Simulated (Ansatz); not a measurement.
# Ta wire along [111], 10 atoms a period: bands along the axis

Aim: is the Ta wire along [111], 10 atoms a period a metal or a semiconductor?

Program: Ansatz 0.2.0. Level of theory: DFT PBE, plane waves, PAW; relaxation of a wire's period; PAW set soft_1, in the first sound run; inputs show where later runs differ. Results are calculated unless marked as measured.

## 1. Set-up

The cell holds 10 atoms: 10 Ta. Its edges and angles: a = 13.843 Å, b = 13.577 Å, c = 2.875 Å, α = 90.0°, β = 90.0°, γ = 90.0°. Vacuum lies along a and b. The structure's axis is c.

## 2. The relaxed wire

Band widths follow the bond lengths, so the wire is relaxed first. The atoms and the third cell vector are free; the box across stays fixed as vacuum. A Fermi-Dirac smearing is set since the result may be a metal. The pressure printed is a third of the stress's trace over the whole box, vacuum included; only the stress along the axis is relaxed.

input.yaml reads:

```yaml
crystal:
  lattice:
    - [13.843, 0.0, 0.0]
    - [0.0, 13.577, 0.0]
    - [0.0, 0.0, 2.8752043406]
  atoms:
    - { symbol: Ta, position: [0.415198621, 0.450082393, 0.0] }
    - { symbol: Ta, position: [0.584785742, 0.749570717, 0.0] }
    - { symbol: Ta, position: [0.2456115, 0.350252952, 0.333333333] }
    - { symbol: Ta, position: [0.415198621, 0.649741275, 0.333333333] }
    - { symbol: Ta, position: [0.584785742, 0.350252952, 0.333333333] }
    - { symbol: Ta, position: [0.754372863, 0.649741275, 0.333333333] }
    - { symbol: Ta, position: [0.2456115, 0.549911834, 0.666666667] }
    - { symbol: Ta, position: [0.415198621, 0.25042351, 0.666666667] }
    - { symbol: Ta, position: [0.584785742, 0.549911834, 0.666666667] }
    - { symbol: Ta, position: [0.754372863, 0.450082393, 0.0] }
kpoints:
  mp_grid: { grid: [1, 1, 28] }
scf:
  occupations: { method: fermi_dirac, width: 0.05 }
hamiltonian:
  xc: pbe
  pseudopotentials: { kind: paw, azcp: { folder: soft_1 } }
relax:
  cell: { fix: [a, b, alpha, beta, gamma] }
  max_steps: 45
  f_tol: 0.03
```

Run with:

```
ansatz run input.yaml --threads 4 --pin off --max-ram 16384MiB --backend cpu --events-out ev --progress --plain --runs-dir out
```

Numbers of over 12 decimals in the logs are rounded to 6 here.

What it wrote:

```text
Engine: ansatz 0.2.0, aarch64-unknown-linux-gnu
Pseudopotentials: kind: paw
Pseudopotential: Ta, paw, valence charge 13, recommended cutoff 420 eV (normal), soft_1/Ta.paw.azcp
Functional definition: PBE
  parameter kappa = 0.804
  parameter beta = 0.066725
  exchange = pbe_x(kappa = kappa, mu = beta*pi^2/3)
  correlation = pbe_c(beta = beta)
Crystal: 10 atoms, lattice volume = 540.384 Å³
Basis set: ecut = 420 eV, 10571 PW (Γ), exchange–correlation on 192×192×40 points (8 copies of the dense FFT grid, shifted against one another)
Bands: 78, of which v1, the nominal top of the filled ones, is band 65 counted from 1 (64 counted from 0)
Symmetry: 2 space group operations
Space group: P-1 (ITA 2), of the structure as read, at distance tolerance 8.1e-5 Å
k-points: 15 of 28
Non-local potential: Ta, projectors of the file, l = 0: 3, l = 1: 2, l = 2: 2, l = 3: 1
PAW form: soft (Blöchl's): semilocal exchange-correlation on the pseudo side does not see the compensation charge
PAW one-centre angular grid: Ta, 590 points (default); XC on 64 Gauss nodes
Initial density: superposition of atomic densities (neutral atoms: chi_scale 0, normalization atom)
Initial wavefunctions: pseudopotential atomic-orbital guess
Functional: x = pbe(κ = 0.804, μ = 0.219515), c = pbe(β = 0.066725)
SCF iter   1: F=—  HF=-99328.637575 eV  |F-HF|=—  |Δ(HF+E_count)|=         —  Δρ=4.32e-2  dr2=8.75e1  ethr=3.10e-3  ⟨swp⟩=10.5  Hψ=5561  notcnv=0
preconditioner: auto → LDOS  [metal: Δε(μ)=0.013 eV  Ē_g=3.821 eV  σ=0.050 eV  W_gap=0.06  n_scr=68 (ndim 8)  ℏωp=11.3 eV  f_vac=0.478  D(μ)=11.82/eV (n_scr^D=60)  β→1.0]
SCF iter   2: F=—  HF=-99324.860014 eV  |F-HF|=—  |Δ(HF+E_count)|=    3.78e0  Δρ=4.69e-2  dr2=1.33e2  ethr=3.10e-3  ⟨swp⟩=6.7  Hψ=3756  notcnv=0  defer=19
SCF iter   3: F=—  HF=-99318.517129 eV  |F-HF|=—  |Δ(HF+E_count)|=    6.34e0  Δρ=9.78e-3  dr2=5.11e0  ethr=3.10e-3  ⟨swp⟩=5.4  Hψ=3018  notcnv=0  defer=6
SCF iter   4: F=—  HF=-99318.143283 eV  |F-HF|=—  |Δ(HF+E_count)|=   3.74e-1  Δρ=2.89e-3  dr2=3.39e-1  ethr=3.10e-3  ⟨swp⟩=2.3  Hψ=1524  notcnv=0  defer=10
SCF iter   5: F=—  HF=-99318.124074 eV  |F-HF|=—  |Δ(HF+E_count)|=   1.92e-2  Δρ=1.57e-3  dr2=1.08e-1  ethr=2.61e-4  ⟨swp⟩=4.0  Hψ=1979  notcnv=0  defer=10
SCF iter   6: F=—  HF=-99318.118735 eV  |F-HF|=—  |Δ(HF+E_count)|=   5.34e-3  Δρ=6.02e-4  dr2=1.34e-2  ethr=8.34e-5  ⟨swp⟩=2.1  Hψ=1485  notcnv=0  defer=10
SCF iter   7: F=—  HF=-99318.118190 eV  |F-HF|=—  |Δ(HF+E_count)|=   5.45e-4  Δρ=1.54e-4  dr2=2.62e-4  ethr=1.03e-5  ⟨swp⟩=2.0  Hψ=1475  notcnv=0  defer=10
SCF iter   8: F=—  HF=-99318.118247 eV  |F-HF|=—  |Δ(HF+E_count)|=   5.63e-5  Δρ=5.37e-5  dr2=8.88e-5  ethr=2.02e-7  ⟨swp⟩=3.9  Hψ=2483  notcnv=0  defer=10
SCF iter   9: F=—  HF=-99318.118273 eV  |F-HF|=—  |Δ(HF+E_count)|=   2.62e-5  Δρ=1.80e-5  dr2=1.43e-5  ethr=6.83e-8  ⟨swp⟩=2.0  Hψ=1544  notcnv=0  defer=10
SCF iter  10: F=—  HF=-99318.118273 eV  |F-HF|=—  |Δ(HF+E_count)|=   4.61e-7  Δρ=6.03e-6  dr2=3.25e-7  ethr=1.10e-8  ⟨swp⟩=2.0  Hψ=1397  notcnv=0  defer=10
SCF iter  11: F=-99318.118273 eV  HF=-99318.118273 eV  |F-HF|=6.21e-9  |Δ(HF+E_count)|=   1.68e-7  Δρ=2.31e-6  dr2=5.17e-8  ethr=7.69e-11  ⟨swp⟩=6.1  Hψ=4557  notcnv=0
SCF 1 converged in 11 iterations: F = -99318.118273 eV  dr2 = 5.17e-8
  greatest PAW one-centre occupation: 0.999 electrons in one spin orbital (limit 2), on the Ta atom at site 8 (counted from 0), in its partial waves of l = 0
relax step   1: F+E_penalty+E_count = -99318.11827348 eV  Δ(F+E_penalty+E_count) = +0.000e0 eV  max|allowed force component| = 1.659e0 eV/Å  Δτ_max = 0.0000 Å  P = -5.784 GPa  Ω = 540.384 Å³  fix = [a, b, alpha, beta, gamma]  reactions: a -5.439, b -4.968 GPa; alpha -0.049, beta -0.056, gamma +0.402 GPa/rad  (11 SCF iters, dr2 threshold 1.00e-7 eV, accepted)
Crystal: 10 atoms, lattice volume = 519.080 Å³
Basis set: ecut = 420 eV, 10203 PW (Γ), exchange–correlation on 192×192×40 points (8 copies of the dense FFT grid, shifted against one another)
Initial density: handed on by an earlier stage of this run
Initial wavefunctions: those handed on with the density
SCF iter   1: F=—  HF=-99319.970097 eV  |F-HF|=—  |Δ(HF+E_count)|=         —  Δρ=1.62e-2  dr2=7.12e0  ethr=3.10e-3  ⟨swp⟩=10.9  Hψ=5409  notcnv=0
preconditioner: auto → LDOS  [metal: Δε(μ)=0.027 eV  Ē_g=3.529 eV  σ=0.050 eV  W_gap=0.13  n_scr=68 (ndim 8)  ℏωp=11.5 eV  f_vac=0.523  D(μ)=12.09/eV (n_scr^D=64)  β→1.0]
SCF iter   2: F=—  HF=-99319.740929 eV  |F-HF|=—  |Δ(HF+E_count)|=   2.29e-1  Δρ=1.23e-2  dr2=4.62e0  ethr=3.10e-3  ⟨swp⟩=3.5  Hψ=2069  notcnv=0  defer=18
SCF iter   3: F=—  HF=-99319.265458 eV  |F-HF|=—  |Δ(HF+E_count)|=   4.75e-1  Δρ=2.27e-3  dr2=1.24e-1  ethr=3.10e-3  ⟨swp⟩=2.4  Hψ=1715  notcnv=0  defer=18
SCF iter   4: F=—  HF=-99319.251187 eV  |F-HF|=—  |Δ(HF+E_count)|=   1.43e-2  Δρ=5.77e-4  dr2=2.85e-3  ethr=9.51e-5  ⟨swp⟩=2.6  Hψ=2279  notcnv=0  defer=19
SCF iter   5: F=—  HF=-99319.252604 eV  |F-HF|=—  |Δ(HF+E_count)|=   1.42e-3  Δρ=1.97e-4  dr2=7.74e-4  ethr=2.19e-6  ⟨swp⟩=2.3  Hψ=2034  notcnv=0  defer=19
SCF iter   6: F=—  HF=-99319.252723 eV  |F-HF|=—  |Δ(HF+E_count)|=   1.19e-4  Δρ=7.85e-5  dr2=1.02e-4  ethr=5.96e-7  ⟨swp⟩=2.0  Hψ=1572  notcnv=0  defer=19
SCF iter   7: F=—  HF=-99319.252738 eV  |F-HF|=—  |Δ(HF+E_count)|=   1.58e-5  Δρ=2.95e-5  dr2=2.17e-5  ethr=7.85e-8  ⟨swp⟩=2.4  Hψ=1666  notcnv=0  defer=19
SCF iter   8: F=—  HF=-99319.252741 eV  |F-HF|=—  |Δ(HF+E_count)|=   2.27e-6  Δρ=1.04e-5  dr2=1.56e-6  ethr=1.67e-8  ⟨swp⟩=2.0  Hψ=1543  notcnv=0  defer=19
SCF iter   9: F=-99319.252741 eV  HF=-99319.252741 eV  |F-HF|=5.96e-8  |Δ(HF+E_count)|=   1.07e-7  Δρ=3.47e-6  dr2=2.25e-7  ethr=7.69e-10  ⟨swp⟩=5.0  Hψ=4354  notcnv=0
SCF 2 converged in 9 iterations: F = -99319.252741 eV  dr2 = 2.25e-7
relax step   2: F+E_penalty+E_count = -99319.25274080 eV  Δ(F+E_penalty+E_count) = -1.134e0 eV  max|allowed force component| = 1.361e0 eV/Å  Δτ_max = 0.1949 Å  P = +1.374 GPa  Ω = 519.080 Å³  energy of the carried Pulay correction = +1.472e-3 eV  fix = [a, b, alpha, beta, gamma]  reactions: a +1.125, b +2.019 GPa; alpha -0.028, beta -0.011, gamma +0.741 GPa/rad  (9 SCF iters, dr2 threshold 1.00e-6 eV, accepted)
Crystal: 10 atoms, lattice volume = 521.640 Å³
Basis set: ecut = 420 eV, 10251 PW (Γ), exchange–correlation on 192×192×40 points (8 copies of the dense FFT grid, shifted against one another)
SCF iter   1: F=—  HF=-99319.671538 eV  |F-HF|=—  |Δ(HF+E_count)|=         —  Δρ=1.56e-2  dr2=7.54e0  ethr=3.10e-3  ⟨swp⟩=10.7  Hψ=4585  notcnv=0
[...]
SCF iter   8: F=—  HF=-99319.215494 eV  |F-HF|=—  |Δ(HF+E_count)|=   1.96e-6  Δρ=8.02e-6  dr2=1.24e-6  ethr=7.69e-10  ⟨swp⟩=5.9  Hψ=4560  notcnv=0
SCF iter   9: F=-99319.215494 eV  HF=-99319.215494 eV  |F-HF|=1.42e-8  |Δ(HF+E_count)|=   2.08e-7  Δρ=2.66e-6  dr2=5.87e-8  ethr=7.69e-10  ⟨swp⟩=4.7  Hψ=3472  notcnv=0
SCF 3 converged in 9 iterations: F = -99319.215494 eV  dr2 = 5.87e-8
relax step   3: F+E_penalty+E_count = -99319.21549378 eV  Δ(F+E_penalty+E_count) = +3.725e-2 eV  max|allowed force component| = 1.664e0 eV/Å  Δτ_max = 0.1943 Å  P = +0.144 GPa  Ω = 521.640 Å³  energy of the carried Pulay correction = +1.292e-3 eV  fix = [a, b, alpha, beta, gamma]  (9 SCF iters, dr2 threshold 1.00e-6 eV, rejected (line search))
[...]
relax step   4: F+E_penalty+E_count = -99319.46325467 eV  Δ(F+E_penalty+E_count) = -2.105e-1 eV  max|allowed force component| = 1.375e-1 eV/Å  Δτ_max = 0.0674 Å  P = -0.108 GPa  Ω = 519.688 Å³  energy of the carried Pulay correction = +1.429e-3 eV  fix = [a, b, alpha, beta, gamma]  reactions: a -0.021, b +0.053 GPa; alpha -0.038, beta -0.059, gamma +0.041 GPa/rad  (13 SCF iters, accepted)
[...]
relax step   5: F+E_penalty+E_count = -99319.46126473 eV  Δ(F+E_penalty+E_count) = +1.990e-3 eV  max|allowed force component| = 1.275e-1 eV/Å  Δτ_max = 0.0696 Å  P = +0.004 GPa  Ω = 518.175 Å³  energy of the carried Pulay correction = +1.536e-3 eV  fix = [a, b, alpha, beta, gamma]  (7 SCF iters, dr2 threshold 1.00e-6 eV, rejected (line search))
[...]
relax step   6: F+E_penalty+E_count = -99319.47033023 eV  Δ(F+E_penalty+E_count) = -7.076e-3 eV  max|allowed force component| = 4.535e-2 eV/Å  Δτ_max = 0.0348 Å  P = +0.010 GPa  Ω = 517.717 Å³  energy of the carried Pulay correction = +1.568e-3 eV  fix = [a, b, alpha, beta, gamma]  reactions: a +0.062, b +0.014 GPa; alpha -0.014, beta -0.020, gamma -0.048 GPa/rad  (12 SCF iters, accepted)
[...]
relax step   7: F+E_penalty+E_count = -99319.47020401 eV  Δ(F+E_penalty+E_count) = +1.262e-4 eV  max|allowed force component| = 4.230e-2 eV/Å  Δτ_max = 0.0256 Å  P = -0.024 GPa  Ω = 516.839 Å³  energy of the carried Pulay correction = +1.630e-3 eV  fix = [a, b, alpha, beta, gamma]  (7 SCF iters, dr2 threshold 1.29e-7 eV, rejected (line search))
[...]
relax step   8: F+E_penalty+E_count = -99319.47116661 eV  Δ(F+E_penalty+E_count) = -8.364e-4 eV  max|allowed force component| = 7.289e-3 eV/Å  Δτ_max = 0.0128 Å  P = -0.008 GPa  Ω = 517.205 Å³  energy of the carried Pulay correction = +1.604e-3 eV  fix = [a, b, alpha, beta, gamma]  reactions: a -0.010, b -0.010 GPa; alpha -0.002, beta +0.002, gamma -0.003 GPa/rad  (10 SCF iters, accepted)
Initial wavefunctions: pseudopotential atomic-orbital guess (no wavefunctions were taken with the density)
iter 1 solved again at ethr=6.31e-7 eV; its pass at ethr=3.10e-3 eV (dr2=8.20e-4 eV) is discarded
SCF iter   1: F=—  HF=-99319.469645 eV  |F-HF|=—  |Δ(HF+E_count)|=         —  Δρ=4.84e-5  dr2=1.44e-6  ethr=6.31e-7  ⟨swp⟩=4.3  Hψ=9026  notcnv=0
eigensolver tolerance schedule: the retry pair's looser diagonalisation over-reported the residual by 568.69 of it (diagonalisation noise at 0.13 of the residual, at the tolerance the schedule requests for it); recorded, not acted on — ethr = c·dr2/N_el stays at c = 1.0e-1
preconditioner: auto → LDOS  [metal: Δε(μ)=0.017 eV  Ē_g=3.279 eV  σ=0.050 eV  W_gap=0.09  n_scr=68 (ndim 8)  ℏωp=11.5 eV  f_vac=0.510  D(μ)=14.73/eV (n_scr^D=70)  β→1.0]
SCF iter   2: F=—  HF=-99319.469684 eV  |F-HF|=—  |Δ(HF+E_count)|=   3.93e-5  Δρ=3.90e-6  dr2=3.82e-8  ethr=1.11e-9  ⟨swp⟩=3.1  Hψ=2552  notcnv=0
SCF iter   3: F=—  HF=-99319.469684 eV  |F-HF|=—  |Δ(HF+E_count)|=   4.98e-9  Δρ=1.18e-6  dr2=8.48e-9  ethr=2.94e-11  ⟨swp⟩=2.7  Hψ=2244  notcnv=0
SCF iter   4: F=—  HF=-99319.469684 eV  |F-HF|=—  |Δ(HF+E_count)|=   2.85e-9  Δρ=1.96e-7  dr2=3.60e-10  ethr=6.52e-12  ⟨swp⟩=2.5  Hψ=2295  notcnv=0
SCF iter   5: F=-99319.469684 eV  HF=-99319.469684 eV  |F-HF|=1.60e-10  |Δ(HF+E_count)|=  4.37e-11  Δρ=7.85e-8  dr2=9.03e-11  ethr=1.00e-12  ⟨swp⟩=5.6  Hψ=4565  notcnv=0
SCF 9 converged in 5 iterations: F = -99319.469684 eV  dr2 = 9.03e-11
relax step   9: F+E_penalty+E_count = -99319.46968381 eV  Δ(F+E_penalty+E_count) = +1.483e-3 eV  max|allowed force component| = 7.285e-3 eV/Å  Δτ_max = 0.0000 Å  P = -0.007 GPa  Ω = 517.205 Å³  fix = [a, b, alpha, beta, gamma]  reactions: a -0.009, b -0.009 GPa; alpha -0.002, beta +0.002, gamma -0.003 GPa/rad  stress off target by 4.67e-3 GPa on what of the cell is left free  SCF on the basis re-selected at this cell (its energy is not comparable with the rows above)  (5 SCF iters)
basis re-selected at this cell: Δ(F+E_penalty+E_count) = +1.483e-3 eV, ΔP = +0.000 GPa vs the last step (what re-selecting the basis moved, of the pressure what is left beyond the Pulay correction that the steps carried, after the strain that the cell walked since its last selection, with what the two solves' SCF thresholds leave and, on support functions, any second-order correction that the steps lacked; it is no m [...]
SCF converged after 5 iterations
Free energy (F): -99319.469684 eV
Harris-Foulkes:  -99319.469684 eV  (|F-HF|=1.60e-10)
Internal energy: -99319.352365 eV  (E = F + TS)
E sigma→0 (E₀):  -99319.411024 eV
Entropy (-TS):   -0.117319 eV (-11.732 meV/atom)
Fermi energy:    4.108030 eV
--- Per-component energies (eV) ---
  E_band       = -2960.360756
  E_kinetic    = 3936.235052
  E_local      = -49974.644883  (includes V_loc(G=0)·N_el)
  E_nonlocal   = -108.568492
  E_hartree    = 23269.419009
  E_xc         = -3203.173266
  E_vxc        = -2323.638025  (∫ρ·V_xc dr)
  E_paw        = -83045.315032  (= ΣΔE_a)
  E_vpaw       = -1028.583332  (= ΣTr[D̂ρ^β])
  E_aug_tail   = 0.000936  (compensation charges beyond the density's cutoff)
  E_ewald      = 9806.694312
  E_smearing   = -0.117319  (= −TS)
  E_closure    = -0.000000  (closes the sum)
  Σ components = -99319.469684   (vs F -99319.469684, Δ=0.00e0)
--- Forces (eV/Å), atoms counted from 1 ---
  atom   1  Ta    -0.00728473    -0.00436670    -0.00180029
  atom   2  Ta     0.00330785     0.00559275     0.00001640
  atom   3  Ta    -0.00115315     0.00007961    -0.00182507
  atom   4  Ta    -0.00148231     0.00255652     0.00035022
  atom   5  Ta     0.00148231    -0.00255652    -0.00035022
  atom   6  Ta     0.00115315    -0.00007961     0.00182507
  atom   7  Ta    -0.00643432    -0.00122463    -0.00047560
  atom   8  Ta    -0.00330785    -0.00559275    -0.00001640
  atom   9  Ta     0.00728473     0.00436670     0.00180029
  atom  10  Ta     0.00643432     0.00122463     0.00047560
  max |Σ_I F_I| component: 4.34e-19 eV/Å
--- Stress (GPa, compression-positive) ---
       -0.008937       0.002997      -0.001985
        0.002997      -0.008747       0.002464
       -0.001985       0.002464      -0.004667
  P = ⅓ Tr σ = -0.0075 GPa (-0.075 kbar)
--- Relaxed structure (8 steps of the walk, 5 accepted, 1 SCFs on fresh bases) ---
  F+E_penalty+E_count = -99319.46968381 eV   max|allowed force component| = 7.285e-3 eV/Å   (the final SCF, on the basis selected at the relaxed cell)
  cell:  # Å, volume = 517.2052 Å³
    - [13.843, 0, 0]
    - [0, 13.577, 0]
    - [0, 0, 2.751876]
  atoms:
    - { symbol: Ta, position: [0.418465, 0.451955, 0.00317905] }
    - { symbol: Ta, position: [0.583659, 0.739414, -0.010841] }
    - { symbol: Ta, position: [0.257818, 0.357220, 0.306070] }
    - { symbol: Ta, position: [0.414294, 0.651288, 0.333764] }
    - { symbol: Ta, position: [0.585706, 0.348712, 0.332903] }
    - { symbol: Ta, position: [0.742182, 0.642780, 0.360597] }
    - { symbol: Ta, position: [0.254805, 0.545880, 0.678919] }
    - { symbol: Ta, position: [0.416341, 0.260586, 0.677508] }
    - { symbol: Ta, position: [0.581535, 0.548045, 0.663488] }
    - { symbol: Ta, position: [0.745195, 0.454120, -0.012253] }
```

Elapsed: 93 s, on 4 threads of Arm Neoverse V2, shared host; peak memory 1.4 GiB.

[end of part 1 of 2]

[Logs are printed without paths, hosts, clocks, repeated set-up lines and the standing remarks that a program may print on its own settings, such as how far it seeks lower states.]

[Hosts, paths, dates, database ids (printed as entryN), source tags and the programs' standing remarks are cut or masked in the printed files.]
